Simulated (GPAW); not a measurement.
# The basis that the transmission of a Si chain with a Li atom on top of one atom needs, part 2 of 2

Aim: T(E), conductance and thermopower of a Si chain with a Li atom on top of one atom, and what cheaper settings cost in accuracy.

GPAW 26.7.0; GPAW LCAO, PAW setups; Landauer transmission from Green's functions with principal layers (ASE), zero bias.

So far, transmission at the Fermi level (one spin): step 2 (double-zeta polarised basis, PBE, GPAW) 2.97; step 3 (basis szp(dzp), PBE, GPAW) 2.98; step 4 (basis sz(dzp), PBE, GPAW) 2.97; step 5 (RPBE) 2.97.

### Step 8. Temperature 1000, density threshold 0.001, k-points along the lead 40

Temperature enters only through the Fermi window. The Hamiltonian is taken from the last density. The density threshold is one of the tests that end the cycle; the energy must settle too, so a loose value may not be the test that decides. The lead's own mesh along the current sets its density and potential; where the lead is aligned to the junction's end layer, a rigid shift drops out.

This step: GPAW LCAO, PAW setups; Landauer transmission from Green's functions with principal layers (ASE), zero bias (GPAW 26.7.0).

run.py

```python
import json
import numpy as np
from ase import Atoms
from ase.transport.calculators import TransportCalculator
from gpaw import GPAW, FermiDirac
from gpaw.lcao.tools import get_lcao_hamiltonian
from scipy.linalg import eigh

# The junction with lead layers at both ends, along the third cell vector
device = Atoms(
    ['Si', 'Si', 'Si', 'Si', 'Si', 'Si', 'Li', 'Si', 'Si', 'Si', 'Si', 'Si'],
    positions=[
        [4.50000, 4.50000, 1.10000],
        [4.50000, 4.50000, 3.30000],
        [4.50000, 4.50000, 5.50000],
        [4.50000, 4.50000, 7.70000],
        [4.50000, 4.50000, 9.90000],
        [4.50000, 4.50000, 12.10000],
        [6.89220, 4.50000, 12.10000],
        [4.50000, 4.50000, 14.30000],
        [4.50000, 4.50000, 16.50000],
        [4.50000, 4.50000, 18.70000],
        [4.50000, 4.50000, 20.90000],
        [4.50000, 4.50000, 23.10000]],
    cell=[[9.0, 0.0, 0.0], [0.0, 9.0, 0.0], [0.0, 0.0, 24.2]],
    pbc=True)

# One principal layer of the lead: the first 3 atoms of the device
lead = Atoms(
    ['Si', 'Si', 'Si'],
    positions=[
        [4.50000, 4.50000, 1.10000],
        [4.50000, 4.50000, 3.30000],
        [4.50000, 4.50000, 5.50000]],
    cell=[[9.0, 0.0, 0.0], [0.0, 9.0, 0.0], [0.0, 0.0, 6.6]],
    pbc=True)

settings = dict(mode='lcao', basis='dzp', xc='PBE', h=0.2,
                occupations=FermiDirac(0.1), maxiter=250,
                mixer=dict(beta=0.1, nmaxold=8, weight=100.0),
                convergence=dict(density=0.001))
energies = np.arange(-2, 2 + 1e-9, 0.05)
eta = 0.0001
n1, n2 = 1, 1
# k and -k transmit alike, so half of the mesh across the current serves
mesh = [(i, j) for i in range(n1) for j in range(n2) if (i, j) <= (-i % n1, -j % n2)]
weights = np.array([1 if (i, j) == (-i % n1, -j % n2) else 2 for i, j in mesh]) / (n1 * n2)

# [... helper functions left out ...]
fermi_lead = ground_state(lead, (1, 1, 40), 'lead.txt')
fermi_device = ground_state(device, (1, 1, 3), 'device.txt')
# [... loop over the mesh left out, but for ...]
        # Shift the lead onto the potential of the device's first layer
        shift = ((H[:, 0, 0] - H0[:, 0, 0]) / S0[0, 0]).real.mean()
# [...]
kT = 8.617333e-5 * 1000
bias = [0.1, 0.2, 0.5, 1.0, 1.5, 2.0]
# [... integrals and printing left out ...]
```

On the command line:

```console
> OMP_NUM_THREADS=1 OPENBLAS_NUM_THREADS=1 python run.py
```

Log:

```text
basis functions: device 148, principal layer 39
Fermi level: lead -3.9237 eV, device -3.5048 eV; lead shifted by -0.0279 eV
largest coupling past the next layer 5.05e-05 eV, largest misfit of the first layer 0.029 eV
  E-E_F (eV)   T (one spin)  [channel counts left out]
    -2.000    2.0935e-11
    -1.950    2.5055e-11
    -1.900    4.1488e-11
    -1.850    1.7436e-11
    -1.800    1.8115e-11
    -1.750    2.4535e-11
    -1.700    3.1631e-11
    -1.650    4.1510e-11
    -1.600    5.9079e-11
    -1.550    1.2537e-10
    -1.500    2.5141e-09
    -1.450    2.2767e-08
    -1.400    1.0750e-07
    -1.350    7.6976e-01
    -1.300    1.3890e+00
    -1.250    1.5983e+00
[...]
1.650    2.9736e+00
     1.700    2.9736e+00
     1.750    2.9736e+00
     1.800    2.9735e+00
     1.850    2.9735e+00
     1.900    2.9734e+00
     1.950    2.9734e+00
     2.000    2.9733e+00
conductance at 1000 K: 2.9693 G0 a cell; thermopower -0.2344 uV/K
current from the zero-bias T(E) at 0.1 V: 23.006 uA
current from the zero-bias T(E) at 0.2 V: 46.01 uA
current from the zero-bias T(E) at 0.5 V: 114.99 uA
current from the zero-bias T(E) at 1.0 V: 229.64 uA
current from the zero-bias T(E) at 1.5 V: 342.8 uA
current from the zero-bias T(E) at 2.0 V: 447.75 uA
```

The job ended after 23 s (1 thread of Arm Neoverse V2, shared host; peak memory 0.81 GiB).

Numbers from this step:

* largest coupling past the next principal layer: 5.05e-5 eV
* largest misfit of the first principal layer: 0.02937 eV
* shift that aligns the lead: -0.02785 eV
* transmission at the Fermi level (one spin): 2.971

One spin. The transmission, zone mean by energy, zero at the Fermi level:

```
energy (eV)  transmission, zone mean
      -2.00                  2.1e-11
      -1.85                  1.7e-11
      -1.70                  3.2e-11
      -1.60                  5.9e-11
      -1.45                   2.3e-8
      -1.30                     1.39
      -1.15                     1.76
      -1.05                     1.81
      -0.90                     2.78
      -0.75                     2.88
      -0.60                     2.92
      -0.50                     2.94
      -0.35                     2.95
      -0.20                     2.96
      -0.05                     2.97
       0.00                     2.97
       0.05                     2.97
       0.20                     2.97
       0.35                     2.97
       0.50                     2.97
       0.60                     2.97
       0.75                     2.97
       0.90                     2.97
       1.05                     2.97
       1.15                     2.97
       1.30                     2.97
       1.45                     2.97
       1.60                     2.97
       1.70                     2.97
       1.85                     2.97
       2.00                     2.97
```

Not self-consistent under bias; the bias window is split evenly. Current through one cell, from the zero-bias transmission against bias:

```csv
bias (V),"current through one cell, from the zero-bias transmission (μA)"
0.100,23.0
0.200,46.0
0.500,115
1.000,230
1.500,343
2.000,448
```

The transmission of the three most open eigenchannels by energy, zero at the Fermi level:

| energy (eV) | channel 1 | channel 2 | channel 3 |
| --- | --- | --- | --- |
| -1.400 | 8.3e-8 | 2.4e-8 | 2.3e-10 |
| -1.200 | 0.896 | 0.805 | 2.9e-9 |
| -1.000 | 0.963 | 0.0284 | 0.0195 |
| -0.800 | 0.996 | 0.981 | 0.882 |
| -0.600 | 0.999 | 0.984 | 0.938 |
| -0.400 | 0.999 | 0.994 | 0.957 |
| -0.200 | 0.999 | 0.996 | 0.969 |
| 0.000 | 0.998 | 0.997 | 0.975 |
| 0.200 | 0.998 | 0.997 | 0.979 |
| 0.400 | 0.998 | 0.997 | 0.980 |
| 0.600 | 0.998 | 0.996 | 0.981 |
| 0.800 | 0.997 | 0.995 | 0.982 |
| 1.000 | 0.997 | 0.994 | 0.982 |
| 1.200 | 0.997 | 0.993 | 0.983 |
| 1.400 | 0.998 | 0.992 | 0.984 |
| 1.600 | 0.998 | 0.991 | 0.985 |
| 1.800 | 0.998 | 0.991 | 0.985 |
| 2.000 | 0.998 | 0.991 | 0.985 |

With these changes, and at 1000 K in place of 500 K, the conductance is 2.97 G₀ against 2.97 in the dzp run; T at the Fermi level, which temperature doesn't enter, is 2.97 against 2.97.

### Step 9. Another change of settings

A last run, with other settings again.

Changes to run.py since step 8:

```diff
@@ -34,3 +34,3 @@
         [4.50000, 4.50000, 5.50000]],
-    cell=[[9.0, 0.0, 0.0], [0.0, 9.0, 0.0], [0.0, 0.0, 6.6]],
+    cell=[[9.0, 0.0, 0.0], [0.0, 9.0, 0.0], [0.0, 0.0, 5.94]],
     pbc=True)
@@ -38,5 +38,5 @@
 settings = dict(mode='lcao', basis='dzp', xc='PBE', h=0.2,
-                occupations=FermiDirac(0.1), maxiter=250,
+                occupations=FermiDirac(0.1), maxiter=60,
                 mixer=dict(beta=0.1, nmaxold=8, weight=100.0),
-                convergence=dict(density=0.001))
+                convergence=dict(density=0.0001))
 energies = np.arange(-2, 2 + 1e-9, 0.05)
@@ -49,3 +49,3 @@
 # [... helper functions left out ...]
-fermi_lead = ground_state(lead, (1, 1, 40), 'lead.txt')
+fermi_lead = ground_state(lead, (1, 1, 17), 'lead.txt')
 fermi_device = ground_state(device, (1, 1, 3), 'device.txt')
@@ -55,3 +55,3 @@
 # [...]
-kT = 8.617333e-5 * 1000
+kT = 8.617333e-5 * 500
 bias = [0.1, 0.2, 0.5, 1.0, 1.5, 2.0]
```

Log:

```text
basis functions: device 148, principal layer 39
Fermi level: lead -3.6309 eV, device -3.5040 eV; lead shifted by 1.3699 eV
largest coupling past the next layer 4.99e-03 eV, largest misfit of the first layer 1.599 eV
  E-E_F (eV)   T (one spin)  [channel counts left out]
    -2.000    1.3653e-07
    -1.950    1.7618e-07
    -1.900   -4.4501e-08
    -1.850    7.6007e-06
    -1.800    6.3847e-06
    -1.750    1.2564e-05
    -1.700    3.7528e-05
    -1.650    2.3157e-04
    -1.600    8.3342e-02
    -1.550    1.2202e+02
    -1.500    5.7984e-05
    -1.450    1.2085e-06
    -1.400   -1.5599e-07
    -1.350    3.1606e-05
    -1.300    4.9282e-06
    -1.250    5.3472e-06
[...]
1.650    1.8878e+00
     1.700    1.8795e+00
     1.750    1.5876e+00
     1.800    1.9899e+00
     1.850    2.1217e+00
     1.900    2.1529e+00
     1.950    2.1640e+00
     2.000    2.1774e+00
conductance at 500 K: 0.00081531 G0 a cell; thermopower 289.1 uV/K
current from the zero-bias T(E) at 0.1 V: 0.0074501 uA
current from the zero-bias T(E) at 0.2 V: 0.021583 uA
current from the zero-bias T(E) at 0.5 V: 0.081962 uA
current from the zero-bias T(E) at 1.0 V: 0.2143 uA
current from the zero-bias T(E) at 1.5 V: 13.541 uA
current from the zero-bias T(E) at 2.0 V: 55.36 uA
```

Run time: 25 s. Hardware: 1 thread; peak memory 0.8 GiB.

The run finished. A setting was moved off its sound value on purpose, so it serves as a test and not as the result.

The fault put into the input: a lead period that doesn't match its atoms (period = 5.94).

The two runs compared:

```
                                           quantity   this run  sound run  difference
                                   conductance (G₀)   8.153e-4     2.9704       -2.97
largest coupling past the next principal layer (eV)  0.0049858   5.055e-5     0.00494
   largest misfit of the first principal layer (eV)     1.5985   0.030759        1.57
                    shift that aligns the lead (eV)     1.3699  -0.022822        1.39
         transmission at the Fermi level (one spin)   1.442e-5     2.9707       -2.97
```

One result that differs is the transmission at the Fermi level (one spin), 1.4e-5 against 2.97.

### Step 10. Results

| Item | Value |
| --- | --- |
| conductance | 2.97 G₀ |
| transmission at the Fermi level, mean of the spins | 2.97 |
| thermopower | about 0 (under 1.5 μV/K) |

In words: In the dzp basis the junction conducts 2.97 G₀ at 500 K, with T = 2.97 a spin at the Fermi level; the sz basis reaches that conductance within 10 %. At the Fermi level the three most open eigenchannels pass 1.00, 1.00 and 0.98. Measured against the first run (dzp), the nearest curve is that of dzp-RPBE (r.m.s. 0.12) and the farthest that of sz (0.38). Over the compared runs wall time goes from 16 s (sz) to 26 s (dzp), on a shared host. The geometry was built from estimated bond lengths and not relaxed, so the numbers describe this model structure. The run had no spin polarisation, so a magnetic state, which chains and small molecules with open shells often have, wasn't tested. An evenly spaced straight chain is an idealisation: free chains tend to dimerise, zigzag or, where a band edge lies near the Fermi level, turn magnetic. The currents use the zero-bias T(E) throughout, which holds only while the bias is small against the distance to the nearest feature.

[Logs are printed without paths, hosts, clocks, repeated set-up lines and the standing remarks that a program may print on its own settings, such as how far it seeks lower states.]

[Hosts, paths, dates, database ids (printed as entryN), source tags and the programs' standing remarks are cut or masked in the printed files.]
